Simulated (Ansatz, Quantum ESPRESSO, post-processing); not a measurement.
# The basal face of Zr: relaxation and work function, part 3 of 3

Aim: the work function of the relaxed basal face of Zr, and how far the functional matters.

Quantum ESPRESSO 7.5; plane-wave DFT, PBE, GBRV ultrasoft pseudopotentials; geometry and cross-check by Ansatz 0.2.0 with PAW datasets.

So far. Step 2 (Geometry from Ansatz of (0001)): The relaxation lowers the energy by 12 meV an atom. Held were the atoms numbered 3 and 4; the forces quoted are those on the free ones.

### Step 5. Self-consistent run of (0001), LDA

The same atoms under a second functional.

Level of this step: plane-wave DFT, LDA, GBRV ultrasoft pseudopotentials (Quantum ESPRESSO 7.5).

The input, 0001.lda.in:

```
&control
  prefix = '0001.lda'
  outdir = './out'
  pseudo_dir = './pseudo'
  calculation = 'scf'
  tprnfor = .true.
/
&system
  ibrav = 0
  nat = 6
  ntyp = 1
  ecutwfc = 40
  ecutrho = 200
  occupations = 'smearing'
  smearing = 'mv'
  degauss = 0.02
/
&electrons
  conv_thr = 1e-07
  mixing_beta = 0.4
  electron_maxstep = 120
  mixing_mode = 'local-TF'
/
ATOMIC_SPECIES
  Zr  91.2240  zr_lda_v1.uspp.F.UPF
CELL_PARAMETERS angstrom
  3.22999999998630 0.00000000000000 0.00000000000000
  1.61499999999315 2.79726205421187 0.00000000000000
  0.00000000000000 0.00000000000000 28.86347500000000
ATOMIC_POSITIONS crystal
  Zr  0.666666666667 0.666666666667 0.279628864298
  Zr  0.000000000000 -0.000000000000 0.364041489831
  Zr  0.666666666667 0.666666666667 0.455433380800
  Zr  0.000000000000 0.000000000000 0.544566619200
  Zr  0.666666666667 0.666666666667 0.635958495655
  Zr  0.000000000000 -0.000000000000 0.720371121318
K_POINTS automatic
  12 12 1 0 0 0
```

Launch:

```console
$ OMP_NUM_THREADS=1 mpirun -n 2 pw.x -nk 2 -in 0001.lda.in > 0001.lda.out
```

Output:

```text
[banner, memory and clock lines left out]
Program PWSCF v.7.5 starts
[...]
Message from routine setup:
[...]
number of electrons       =        72.00
     number of Kohn-Sham states=           43
     kinetic-energy cutoff     =      40.0000  Ry
     charge density cutoff     =     200.0000  Ry
[...]
number of k points=    19  Marzari-Vanderbilt smearing, width (Ry)=  0.0200
[...]
Dense  grid:    84179 G-vectors     FFT dimensions: (  27,  27, 250)
[...]
negative rho (up, down):  3.646E-01 0.000E+00
     Starting wfcs are   78 randomized atomic wfcs
[...]
negative rho (up, down):  3.636E-01 0.000E+00
[...]
estimated scf accuracy    <       4.95306656 Ry
[...]
negative rho (up, down):  3.638E-01 0.000E+00
[...]
estimated scf accuracy    <       1.40464001 Ry
[...]
negative rho (up, down):  3.667E-01 0.000E+00
[...]
estimated scf accuracy    <       0.16871663 Ry
[...]
negative rho (up, down):  3.691E-01 0.000E+00
[...]
estimated scf accuracy    <       0.23443084 Ry
[...]
negative rho (up, down):  3.689E-01 0.000E+00
[...]
estimated scf accuracy    <       0.38365565 Ry
[...]
negative rho (up, down):  3.700E-01 0.000E+00
[...]
estimated scf accuracy    <       0.16064420 Ry
[...]
negative rho (up, down):  3.698E-01 0.000E+00
[...]
estimated scf accuracy    <       0.09557375 Ry
[...]
negative rho (up, down):  3.699E-01 0.000E+00
[...]
estimated scf accuracy    <       0.15923236 Ry
[...]
negative rho (up, down):  3.699E-01 0.000E+00
[...]
estimated scf accuracy    <       0.08565653 Ry
[...]
negative rho (up, down):  3.755E-01 0.000E+00
[...]
estimated scf accuracy    <       0.01514764 Ry
[...]
negative rho (up, down):  3.718E-01 0.000E+00
[...]
estimated scf accuracy    <       0.04762942 Ry
[...]
negative rho (up, down):  3.732E-01 0.000E+00
[...]
estimated scf accuracy    <       0.00325623 Ry
[...]
negative rho (up, down):  3.707E-01 0.000E+00
[...]
estimated scf accuracy    <       0.00098543 Ry
[...]
negative rho (up, down):  3.701E-01 0.000E+00
[...]
estimated scf accuracy    <       0.00009230 Ry
[...]
negative rho (up, down):  3.698E-01 0.000E+00
[...]
estimated scf accuracy    <       0.00001972 Ry
[...]
negative rho (up, down):  3.697E-01 0.000E+00
[...]
estimated scf accuracy    <       0.00003896 Ry
[...]
negative rho (up, down):  3.698E-01 0.000E+00
[...]
estimated scf accuracy    <       0.00000106 Ry
[...]
negative rho (up, down):  3.698E-01 0.000E+00
[...]
estimated scf accuracy    <       0.00000071 Ry
[...]
negative rho (up, down):  3.697E-01 0.000E+00
[...]
estimated scf accuracy    <       0.00000339 Ry
[...]
negative rho (up, down):  3.697E-01 0.000E+00
[...]
estimated scf accuracy    <       0.00000046 Ry
[...]
negative rho (up, down):  3.697E-01 0.000E+00
[...]
estimated scf accuracy    <       0.00000044 Ry
[...]
negative rho (up, down):  3.697E-01 0.000E+00
[...]
the Fermi energy is     5.4949 ev
!    total energy              =    -595.61512308 Ry
     estimated scf accuracy    <          5.7E-09 Ry
     smearing contrib. (-TS)   =      -0.00181847 Ry
     internal energy E=F+TS    =    -595.61330461 Ry
[...]
one-electron contribution =   -4195.76189099 Ry
     hartree contribution      =    2102.81034128 Ry
     xc contribution           =    -105.86960841 Ry
     ewald contribution        =    1603.20785352 Ry
     convergence has been achieved in  22 iterations
     negative rho (up, down):  3.697E-01 0.000E+00
[...]
Total force =     0.026023     Total SCF correction =     0.000447
[...]
```

Run time: 2.2 min. Hardware: 2 MPI ranks of Arm Neoverse V2, shared host; peak memory 0.44 GiB.

This step gave:

```
free energy  : -8103.7566 eV
Fermi energy : 5.495 eV
```

### Step 6. Electrostatic potential of (0001)

The input, 0001.lda.pot.in:

```
&inputpp
  prefix = '0001.lda'
  outdir = './out'
  filplot = '0001.lda.pot.dat'
  plot_num = 11
/
```

Launch:

```console
$ OMP_NUM_THREADS=1 mpirun -n 2 pp.x -in 0001.lda.pot.in > 0001.lda.pot.out
```

Run time: 0.97 s. Hardware: 2 MPI ranks; peak memory 0.16 GiB.

Numbers from this step:

```
work function of the upper face                                       : 4.380 eV
slope of the potential above                                          : 0.001245 eV/Å
upper vacuum line continued to the top atoms, over the Fermi level    : 4.374 eV
work function of the lower face                                       : 4.381 eV
slope of the potential below                                          : -8.27e-4 eV/Å
lower vacuum line continued to the bottom atoms, over the Fermi level : 4.376 eV
```

On (0001) the work function under LDA lies +0.21 eV from PBE's.

### Step 7. The series side by side

All levels:

| level | work function (eV) | Ansatz, PBE (eV) | CPU time (s) |
| --- | --- | --- | --- |
| (0001), PBE | 4.174 | 4.172 | 222.9 |
| (0001), LDA | 4.38 | - | 258.3 |

### Step 8. Worked from the printed numbers

For (0001) under PBE, on the run's own zero: φ = 9.914 − (5.740) = 4.174 eV.

### Step 9. Outcome

```
work function of (0001), PBE : 4.17 eV
work function of (0001), LDA : 4.38 eV
```

**Reading.** Under PBE the work function is 4.17 eV on (0001). LDA lies +0.21 eV from PBE on the same atoms. The top two spacings change by -5.3 and +2.5 % on (0001). Ansatz, with Fermi-Dirac smearing and its own datasets, agrees within 0.00 eV under PBE. The slabs are thin and unreconstructed, at the tabulated lattice constant; thickness and mesh leave some 0.05 to 0.1 eV open.

Comparison with the measured values:

| quantity | measured | (0001), PBE |
| --- | --- | --- |
| work function, loosely compared (polycrystalline sample, no single face) (eV) | 4.05 | 4.17 (+0.12 eV) |

Measured values from arxiv:1902.07811 (2019).

**Verdict.** The work function, set beside that of the polycrystal, is off by +0.12 eV. A polycrystal averages over faces, so this is a loose comparison.

[Logs are printed without paths, hosts, clocks, repeated set-up lines and the standing remarks that a program may print on its own settings, such as how far it seeks lower states.]

[Hosts, paths, dates, database ids (printed as entryN), source tags and the programs' standing remarks are cut or masked in the printed files.]

[Maps of the electrostatic potential energy from Ansatz leave out the sawtooth potential of an applied field or a dipole correction, so their vacuum need not be flat; planar profiles and work functions include it.]
